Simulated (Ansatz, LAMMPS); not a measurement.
**Molecular dynamics of liquid 1,4-dioxane at 320 K (126 atoms)**

Aim: follow liquid 1,4-dioxane at 320 K (126 atoms) for a short time with forces from DFT, then look at structure and electrons in the last frame.

Method: Kohn-Sham DFT, PBE+D4, PAW (set soft_2), plane waves, in Ansatz 0.2.0.

## 1. The starting structure

The cell holds 126 atoms: 36 C, 18 O and 72 H. Cell: a = 10.853 Å, b = 10.853 Å, c = 10.853 Å, α = 90.0°, β = 90.0°, γ = 90.0°. 9 1,4-dioxane placed at random, at 1.03 g/cm³; overlaps pushed apart, then 10 ps at 470 K with MMFF94 bonds, angles, torsions, charges and radii (Halgren, J. Comput. Chem. 17, 490 (1996)) in harmonic and 12-6 forms. Snapshot after 20 ps at 320 K and fixed volume.

Before any run, some limits are plain. The network of contacts between molecules at the start is that of the classical potential that made the cell. The density was typed from a rule of thumb and may lie off the real one at this temperature. Sampling is at Γ alone, for a cell whose shortest periodic width is 11 Å.

## 2. Single point at the start

The forces at the start show how far the geometry lies from a minimum of this functional.

File input.yaml:

```yaml
crystal:
  lattice:
    - [10.85309, 0.0, 0.0]
    - [0.0, 10.85309, 0.0]
    - [0.0, 0.0, 10.85309]
  atoms:
    - { symbol: C, position: [0.83358, 0.37758, 0.58502] }
    - { symbol: C, position: [0.81031, 0.44497, 0.46104] }
    - { symbol: O, position: [0.74244, 0.55222, 0.47969] }
    - { symbol: C, position: [0.65682, 0.53922, 0.58188] }
    [... 116 atom lines left out ...]
    - { symbol: H, position: [0.88902, 0.67978, 0.22461] }
    - { symbol: H, position: [0.81334, 0.8015, 0.14199] }
    - { symbol: H, position: [0.9858, 0.51809, 0.98085] }
    - { symbol: H, position: [0.82792, 0.54377, 0.93754] }
    - { symbol: H, position: [0.91416, 0.4865, 0.20292] }
    - { symbol: H, position: [0.8587, 0.37857, 0.08093] }
kpoints:
  mp_grid: { grid: [1, 1, 1] }
hamiltonian:
  xc: pbe
  dispersion: d4
scf:
  occupations: { method: fixed }
output:
  forces: true
  stress: true
```

Command:

```bash
> ansatz run input.yaml --threads 4 --pin off --max-ram 8192MiB --backend cpu --events-out ev --progress --plain --runs-dir out
```

The job ended after 10 s (4 threads of Arm Neoverse V1, shared host; peak memory 1.3 GiB).

Numbers from this run:

| Item | Value |
| --- | --- |
| free energy | -20383.8635 eV |
| free energy per atom | -161.7767 eV/atom |
| SCF cycles | 10 |
| pressure | 1.42 GPa |
| r.m.s. force component | 0.9457 eV/Å |
| longest force | 4.649 eV/Å |
| Fermi energy | -0.3653 eV |

The r.m.s. force component of 0.95 eV/Å and the pressure of 1.4 GPa set the starting point.

Length of the force by element:

```tsv
element	coordination	atoms	mean length of the force (eV/Å)	spread	least	most
C	all	36	2.02	0.987	0.514	4.65
H	all	72	1.05	0.639	0.237	3.26
O	all	18	1.45	0.746	0.463	3.44
```

## 3. Dynamics at 320 K

A Langevin thermostat couples each atom to a heat bath, at the price of damped dynamics. The time step is 0.5 fs, short enough for the stretching of bonds to hydrogen.

input.yaml, as its differences from that of step 2:

```diff
@@ -17 +17,8 @@
   stress: true
+md:
+  timestep: 0.5
+  n_steps: 532
+  ensemble: nvt_langevin
+  temperature: 320
+  initial_velocities: maxwell_boltzmann
+  seed: 2156
```

Run time: 56 min. Hardware: 4 threads; peak memory 1.3 GiB.

The run stopped at its limit before the end that the input asks for; the steps made so far are sound.

Rows from the run:

```tsv
time (fs)	T (K)	potential (meV/atom)
0.0	317	0.0
14.5	345	-2.6
29.5	373	-6.5
44.0	352	-7.3
58.5	336	-6.3
73.5	318	-5.2
88.0	328	-7.1
102.5	304	-2.3
117.5	357	-9.2
132.0	334	-4.8
146.5	361	-10.8
161.5	355	-6.6
176.0	344	-3.7
190.5	337	-5.7
205.5	335	-7.1
220.0	301	-4.7
```

Mean square displacement from the first frame to the last: C 0.36 Å², O 0.43 Å², H 0.69 Å².

The mean square displacement by time lag:

```tsv
time lag (fs)	C (Å²)	H (Å²)	O (Å²)
0.5	1.7e-5	2.0e-4	1.4e-5
5.0	0.00158	0.0158	0.00134
9.5	0.00475	0.0353	0.00440
14.0	0.00835	0.0511	0.00841
18.5	0.0115	0.0564	0.0128
23.0	0.0143	0.0557	0.0173
27.5	0.0176	0.0682	0.0223
32.0	0.0216	0.0847	0.0280
37.0	0.0271	0.104	0.0351
41.5	0.0326	0.114	0.0419
46.0	0.0382	0.118	0.0490
50.5	0.0439	0.129	0.0562
55.0	0.0495	0.141	0.0634
59.5	0.0551	0.156	0.0708
64.0	0.0608	0.168	0.0783
68.5	0.0667	0.174	0.0859
73.5	0.0741	0.186	0.0947
78.0	0.0814	0.198	0.103
82.5	0.0891	0.213	0.111
87.0	0.0968	0.227	0.120
91.5	0.105	0.238	0.129
96.0	0.113	0.251	0.139
100.5	0.121	0.264	0.149
105.0	0.130	0.277	0.159
110.0	0.139	0.291	0.170
```

The drift taken off is the plain mean over atoms, not the centre of mass, so with hydrogen in the cell the heavy atoms' values at short lags are too large.

Over the second half of 220 fs the temperature averages 330 K with swings of 20 K r.m.s. From first frame to last H has the largest mean square displacement, 0.69 Å² at the end; the farthest move is 1.71 Å. The run spans 0.22 ps, too short for its means to be equilibrium values.

## 4. Distances and neighbours late in the run

The g(r) is a mean over the second half; what follows it is taken at the last frame.

Bonds before and after, by the cutoffs listed below:

```tsv
pair	bonds before	bonds after	mean before (Å)	mean after (Å)	spread before (Å)	spread after (Å)
H-C	72	72	1.094	1.109	0.032	0.033
C-C	18	18	1.520	1.535	0.034	0.038
C-O	36	36	1.435	1.439	0.032	0.040
```

Density 1.03 g/cm³, 10.15 Å³ an atom.

Mean of 14 frames. Pair distribution functions g(r), in bins of 0.2 Å:

```tsv
r (Å)	total	H-H	H-C	H-O	C-C	C-O	O-O
1.00	1.69	0.00	5.15	0.00	0.00	0.00	0.00
1.20	2.09	0.00	6.39	0.00	0.00	0.00	0.00
1.40	1.19	0.00	0.00	0.00	1.53	13.06	0.00
1.60	0.48	0.18	0.00	0.00	4.53	0.60	0.00
1.80	0.66	1.99	0.00	0.03	0.00	0.00	0.00
2.00	1.00	0.21	0.50	4.69	0.00	0.00	0.00
2.20	1.28	0.40	2.45	2.00	0.21	0.01	0.00
2.40	1.04	1.37	0.11	0.33	2.26	3.90	0.00
2.60	0.97	1.51	0.47	1.17	0.85	0.80	0.16
2.80	0.87	0.83	0.73	1.46	1.03	0.00	1.99
3.00	0.75	0.91	0.88	0.82	0.05	0.04	1.28
3.20	0.80	0.78	1.27	0.64	0.00	0.28	0.09
3.40	0.95	0.83	0.98	1.77	0.12	0.67	0.02
3.60	0.88	1.09	0.96	0.67	0.42	0.72	0.30
3.80	1.00	1.06	1.25	0.70	0.72	0.74	0.70
4.00	0.91	1.23	0.85	0.69	0.66	0.57	0.82
4.20	0.89	1.02	0.86	0.74	0.87	0.83	0.65
4.40	0.93	0.96	0.93	0.81	1.10	0.77	1.30
4.60	1.00	0.96	1.04	0.94	1.33	0.65	1.42
4.80	1.06	1.12	1.02	0.93	1.09	1.03	1.29
5.00	1.02	1.00	0.98	0.98	1.30	1.05	1.39
5.20	1.02	1.00	1.01	1.01	1.10	1.02	1.47
```

Bonds by pair of elements; cutoffs follow the first minimum of g(r), held within bounds set by covalent radii, and pairs that aren't listed don't count as bonded:

```tsv
pair A-B	cutoff (Å)	bonds	mean length (Å)	spread (Å)	shortest (Å)	B about A	A about B
H-C	1.34	72	1.11	0.033	1.04	1	2
C-C	1.85	18	1.53	0.038	1.47	1	1
C-O	1.73	36	1.44	0.04	1.36	1	2
```

How many atoms have how many bonded neighbours:

```tsv
element	mean	1	2	4
C	4	0	0	36
H	1	72	0	0
O	2	0	18	0
```

Bond angles, per cent of each kind in bins of 5°:

```tsv
angle (°)	H-C-O	C-C-H	H-C-H	C-C-O	C-O-C
95–100	2.8	0.0	11.1	0.0	0.0
100–105	29.2	11.1	5.6	2.8	0.0
105–110	36.1	37.5	41.7	25.0	16.7
110–115	25.0	38.9	36.1	58.3	50.0
115–120	6.9	11.1	5.6	11.1	33.3
120–125	0.0	1.4	0.0	2.8	0.0
```

Bond angles (no mean is given where the spread exceeds 20°):

```tsv
angle	count	mean (°)	spread (°)
H-C-O	72	108	4.4
C-C-H	72	110	4
H-C-H	36	108	4.7
C-C-O	36	112	3.5
C-O-C	18	113	3.1
```

Rings of the network by King's shortest-path rule, up to 12 atoms, one path for each pair of neighbours; H, halogens, alkali and alkaline-earth atoms are left out, and the last column divides by all other atoms, bonded or not:

```tsv
ring size (atoms)	rings	per network atom
6	9	0.167
```

For some of the pairs, g(r) has its first main peak near 1.8 Å (H-H), 1.1 Å (H-C), 2.1 Å (H-O), 1.5 Å (C-C), 1.4 Å (C-O) and 2.9 Å (O-O). Counting bonds as in the table, all C atoms have 4, all H atoms have 1 and all O atoms have 2 bonded neighbours. The H-C-O angle averages 108° with a spread of 4°. All rings counted have 6 atoms.

## 5. Results

* mean temperature, second half: 330.4 K
* temperature swing, second half: 20.35 K
* mean pressure, second half: -0.0914 GPa
* wall time of the 2 DFT runs: 56 min

**Reading.** Over the second half of 220 fs the temperature averages 330 K with swings of 20 K r.m.s. The run spans 0.22 ps, too short for its means to be equilibrium values. Counting bonds as in the table, all C atoms have 4, all H atoms have 1 and all O atoms have 2 bonded neighbours.

What to keep in mind: The force components of 0.95 eV/Å r.m.s. hold both thermal displacement and the mismatch between the potential that made the cell and DFT, above all in bond lengths inside molecules. The network of contacts between molecules at the start is that of the classical potential that made the cell; DFT moved the atoms only locally, and no bond changed. The pressure of a single frame lacks the kinetic term.

[Logs are printed without paths, hosts, clocks, repeated set-up lines and the standing remarks that a program may print on its own settings, such as how far it seeks lower states.]

[Hosts, paths, dates, database ids (printed as entryN), source tags and the programs' standing remarks are cut or masked in the printed files.]

[The MMFF94 radii named for the starting cell were scaled by 0.96; in molecules described by MMFF94, hydrogen bound to N, O or S took a small fixed 12-6 site in their place.]
